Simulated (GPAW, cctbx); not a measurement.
## How far are the atoms of Cu2Rh2Au from free atoms?

Question: by how much does bonding change the X-ray structure factors of Cu2Rh2Au, how firmly does DFT give the change, and what does a routine refinement make of it?

The start was made by putting kin elements into a known structure type; the compound need not exist, or be stable, in this form. All numbers below are calculated.

**1. Relax the structure**

The density hangs on the geometry, so cell and atoms are relaxed first, with the symmetry held. The cutoff is set higher than for the density because stress converges slowly with plane waves.

Settings: GPAW 26.7.0, PBE, 570 eV, 6×6×4 k-points (along the axes of the calculation cell), Fermi–Dirac width 0.1 eV, BFGS to 0.03 eV/Å.

```text
cell
1.0
     4.007000000    0.000000000    0.000000000
    -2.003500000    3.470163793    0.000000000
     0.000000000    0.000000000    5.015000000
Au Rh Cu
1 2 2
Direct
0.000000000 0.000000000 0.000000000
0.333333333 0.666666667 0.674900000
0.666666667 0.333333333 0.325100000
0.333333333 0.666666667 0.193300000
0.666666667 0.333333333 0.806700000
```

```console
$ OMP_NUM_THREADS=1 mpirun -n 4 gpaw python run.py > gpaw.log
```

```text
BFGS:    0      -22.619586        2.265318
BFGS:    1      -22.830126        1.828260
BFGS:    2      -23.334131        0.613995
BFGS:    3      -23.368205        0.541141
...
BFGS:   14      -23.469505        0.050168
BFGS:   15      -23.469837        0.036331
BFGS:   16      -23.469965        0.016500
cell  4.1871 4.1871 5.1255  90.00 90.00 120.00
volume 77.821 A^3, largest force 0.010 eV/A, largest stress 0.17 GPa
```

After 16 steps the volume has changed by +11.6 % and the energy by -0.850 eV; the largest stress left is 0.17 GPa. It took 2.9 min on 4 cores of Intel(R) Xeon(R) Platinum 8488C (Sapphire Rapids) (shared host), peak memory 1.2 GiB.

Relaxed structure: P-3m1 (no. 164), a = 4.1871 Å, b = 4.1871 Å, c = 5.1255 Å, α = 90.00°, β = 90.00°, γ = 120.00°.

```
atom  mult.    x    y       z
 Au1      1    0    0       0
 Rh1      2  1/3  2/3  0.6321
 Cu1      2  1/3  2/3  0.1502
```

**2. Density and charge transfer**

X-rays see the whole electron density, so the PAW density is rebuilt with its core regions. Subtracting spherical free atoms from the same code cancels the cores and leaves the deformation density Δρ, the part due to bonding.

Settings: PBE, 450 eV, 7×7×5 k-points (along the axes of the calculation cell), Fermi–Dirac width 0.1 eV; primitive cell of 5 atoms.

```console
$ OMP_NUM_THREADS=1 mpirun -n 4 gpaw python run.py > gpaw.log
```

```text
|iter:   1|       0s |  -27.579750 | +0.06 |       |
|iter:   2|       1s |  -25.076004 | -1.37 | -0.97 |
|iter:   3|       2s |  -24.062398 | -1.99 | -1.12 |
...
|iter:  10|       9s |  -23.229577c| -5.92 | -3.85 |
|iter:  11|      10s |  -23.229584c| -6.78 | -4.59c|
|iter:  12|      11s |  -23.229584c| -7.58c| -5.01c|
```

```text
grid (42, 42, 54)  electrons 227.000  moved by bonding 1.234 e
deformation density beyond 0.5 A of the nuclei: max 0.111, min -0.311 e/A^3
atom        x       y       z   Voronoi charge  moment
Au1    0.0000  0.0000  0.0000      0.143       0.00
Rh2    0.3333  0.6667  0.6321     -0.032       0.00
Rh3    0.6667  0.3333  0.3679     -0.032       0.00
Cu4    0.3333  0.6667  0.1502     -0.040       0.00
Cu5    0.6667  0.3333  0.8498     -0.040       0.00
mean inner potential of superposed free atoms 24.579 V
total magnetic moment 0.000 muB
```

Deformation density in a plane through the shortest contact of the Rh atom at the origin, in 0.01 e/Å³ (clipped at ±99); x from -1.6 to 4.1 Å, y from 2.4 down to -2.4 Å:

```text
-29   .   . -12   5   4  -3   .   .  -5  -1   4   3 -10   .   .
 -6   . -18  -4   4   3  -5 -30   .  -2  -1   3   3  -4  -2   .
  0  -3  -2   3   5   5   2  -2   2   3   3   3   3   1  -2  -4
  3   3   4   5   5   6   7   6   5   5   4   3   2   3   2   3
  3   3   3   3   2  -3   1   5   5   3  -2  -4  -1   2   3   3
  2   4  -1  -2   . -31  -6   3   4  -4 -17   .  -6  -1   3   2
  3   4  -1  -5   .   .  -3   3   5 -11   .   . -34  -3   3   2
  3   3  -2 -16   .   8  -3   3   4  -4  -1   . -10  -1   3   1
  4   3   0  -7  -6  -1  -1   2   2   1  -2  -3   1   3   4   2
  3   3   2   0  -2  -1   0   1   1   2   2   4   4   3   3   3
 -7  -2   1   1   0   0   0   0   0   1   2   0  -6  -8  -5   0
-11  -7  -1   0   0   0   0   0   0   0  -1  -6 -14   . -13  -3
  .  -3  -1   0   0   0   0   0   0   0  -1  -3   .   .   0  -2
```

Atoms in or within 0.15 Å of the plane: Au (3.2, -2.4), Rh (0.0, 0.0), Rh (1.4, 2.4), Cu (2.5, 0.0), Cu (4.0, 2.4), Cu (-1.1, 2.4) Å. Dots mark points within about 0.45 Å of a nucleus; large values next to them are atomic features.

Cu gains most (-0.04 e) and Au loses most (+0.14 e), which isn't the order of electronegativity: valence and coordination count too, and Voronoi cells cut space at the midplane whatever the atoms' sizes. Along the shortest contact from the Rh atom at the map's origin, Rh–Cu at 2.47 Å, Δρ is +0.06 e/Å³ at the midpoint: little piles up between the atoms, as is usual in a metallic crystal, which this run finds. At the midpoints of other shortest contacts it is +0.04 (Au–Cu, 2.54 Å), +0.07 (Rh–Rh, 2.77 Å), +0.03 (Cu–Cu, 2.87 Å) and +0.03 (Au–Rh, 3.07 Å) e/Å³. Point values carry grid noise of about 0.01 e/Å³. The run needed 12 iterations, 18 s.

**3. Structure factors**

The Fourier components of Δρ, added to those of the free atoms, give the static X-ray structure factors; the Mott–Bethe relation turns them into the Fourier components V of the potential that fast electrons feel.

```text
static structure factors of the conventional cell: F in electrons, V (Mott-Bethe) in volts
   h  k  l      d  |F| table  |F| free   |F| DFT   change   |V| free  |V| DFT  change %
   0  0  1  5.1255    50.585    50.485    50.289   -0.195     2.808    3.109     10.8
   1  0  0  3.6261     6.835     6.888     6.823   -0.066     1.462    1.412     -3.5
   1  0  1  2.9602    94.773    94.845    94.780   -0.065     7.407    7.440      0.5
   1  0 -1  2.9602    67.090    66.982    66.790   -0.192     4.399    4.498      2.3
   0  0  2  2.5627    46.438    46.498    46.467   -0.030     2.496    2.508      0.5
   1  1  0  2.0935   176.080   175.618   174.880   -0.737    13.264   13.455      1.4
   1  0  2  2.0928    20.832    20.586    20.267   -0.320     3.292    3.374      2.5
   1  0 -2  2.0928   168.817   168.370   167.640   -0.730    12.647   12.836      1.5
   1  1  1  1.9381    43.404    43.202    43.015   -0.187     2.013    2.054      2.1
   2  0  0  1.8131     8.581     8.697     8.974    0.277     0.716    0.769      7.5
   2  0  1  1.7093    57.669    57.494    57.245   -0.249     3.099    3.142      1.4
   2  0 -1  1.7093    80.534    80.729    80.770    0.041     4.899    4.891     -0.1
   0  0  3  1.7085    70.970    71.157    71.208    0.050     4.156    4.148     -0.2
   1  1  2  1.6213    41.238    41.251    41.277    0.026     1.812    1.808     -0.2
```

The largest X-ray change is -0.74 e on 110, 0.4 % of |F|. For electrons V goes as (Z − F)/g², so a change of F counts against Z − F, which is small at low angle and wherever the atoms' terms cancel: |V| of 001 moves by +10.8 % (2.81 to 3.11 V) against -0.4 % in |F|. The tabulated Hartree–Fock atoms differ from the free DFT atoms by up to 0.46 e, so the choice of reference atom matters too.

**4. Which functional?**

The same geometry is run with other functionals, to see whether the bonding signal is larger than the spread between approximations. Free atoms are LDA for LDA and PBE otherwise; meta-GGAs and hybrids keep PBE cores. Any other changed setting is in the row's label.

```
   run  ΔF 110 (e)  ΔF 1 0 -2 (e)  ΔF 102 (e)  q(Cu) (e)  moved (e)  time
   PBE      -0.737         -0.730      -0.320     -0.040      1.234  18 s
   LDA      -0.749         -0.744      -0.327     -0.040      1.237  18 s
r2SCAN      -0.637         -0.635      -0.295     -0.023      1.167  40 s
```

At the base's settings ΔF(110) spans -0.749 to -0.637 e, a spread of 15 % of the PBE value; over the three listed reflections the spread is at most 15 %, so sign and size hold across the functionals. Times are from shared hosts.

**5. What a spherical-atom refinement makes of it**

Routine crystallography fits spherical atoms. To see the bias, intensities are simulated from tabulated atoms plus the DFT change ΔF, so that bonding alone can misfit (2642 reflections of the full sphere, merged to the counts below, to 0.5 Å, 1.5 % proportional noise plus counting noise, assumed isotropic U as listed, Δρ smeared by the mean U) and refined with cctbx over different ranges.

| range | data | R1 | GooF | U Au1 (true 0.0065) | U Rh1 (true 0.0081) | U Cu1 (true 0.0095) | largest shift (Å) | Δρ max, min (e/Å³) |
| --- | --- | --- | --- | --- | --- | --- | --- | --- |
| all data | 284 | 0.0041 | 0.95 | 0.0065 | 0.0081 | 0.0095 | 0.0002 | 0.44, -0.83 |
| low resolution, d > 0.84 | 68 | 0.0031 | 0.87 | 0.0063 | 0.0079 | 0.0093 | 0.0004 | 0.17, -0.23 |
| high order, d < 0.75 | 192 | 0.0045 | 0.92 | 0.0065 | 0.0081 | 0.0095 | 0.0002 | 0.38, -0.52 |
| occupancies free, d > 0.7 | 109 | 0.0033 | 0.91 | 0.0064 | 0.0080 | 0.0091 | 0.0004 | 0.19, -0.30 |

With all data GooF is 0.95, so at this noise the bonding hardly shows; the top residual peak, near noise level, lies 1.24 Å from Cu and 1.44 Å from Rh, between them. No U is off by more than 3 s.u. at low resolution. With Au1 held at 1 and the scale free, the other occupancies refine to Rh1 0.998(0.001) and Cu1 0.995(0.002), within three s.u. of full.

**6. Answer**

Bonding moves 1.23 e in the primitive cell of Cu2Rh2Au and changes the structure factors of the conventional cell in the table above by at most 0.74 e (110, 0.4 %), and among reflections above 2 % of the strongest by up to 3.2 % (200). The shortest bond, Rh–Cu, has Δρ = +0.06 e/Å³ at its midpoint, with no localised bond charge. At the base's settings ΔF(110) spans -0.749 to -0.637 e, a spread of 15 % of the PBE value; over the three listed reflections the spread is at most 15 %, so sign and size hold across the functionals. With all data GooF is 0.95, so at this noise the bonding hardly shows. Limits: static density, frozen cores, no spin–orbit coupling.

[Outputs are excerpts: Python notices, other lines and further rows are left out; steps that failed or that the build refused (PBEsol, TPSS) are not shown.]

[Logs are printed without paths, hosts, clocks, repeated set-up lines and the standing remarks that a program may print on its own settings, such as how far it seeks lower states.]
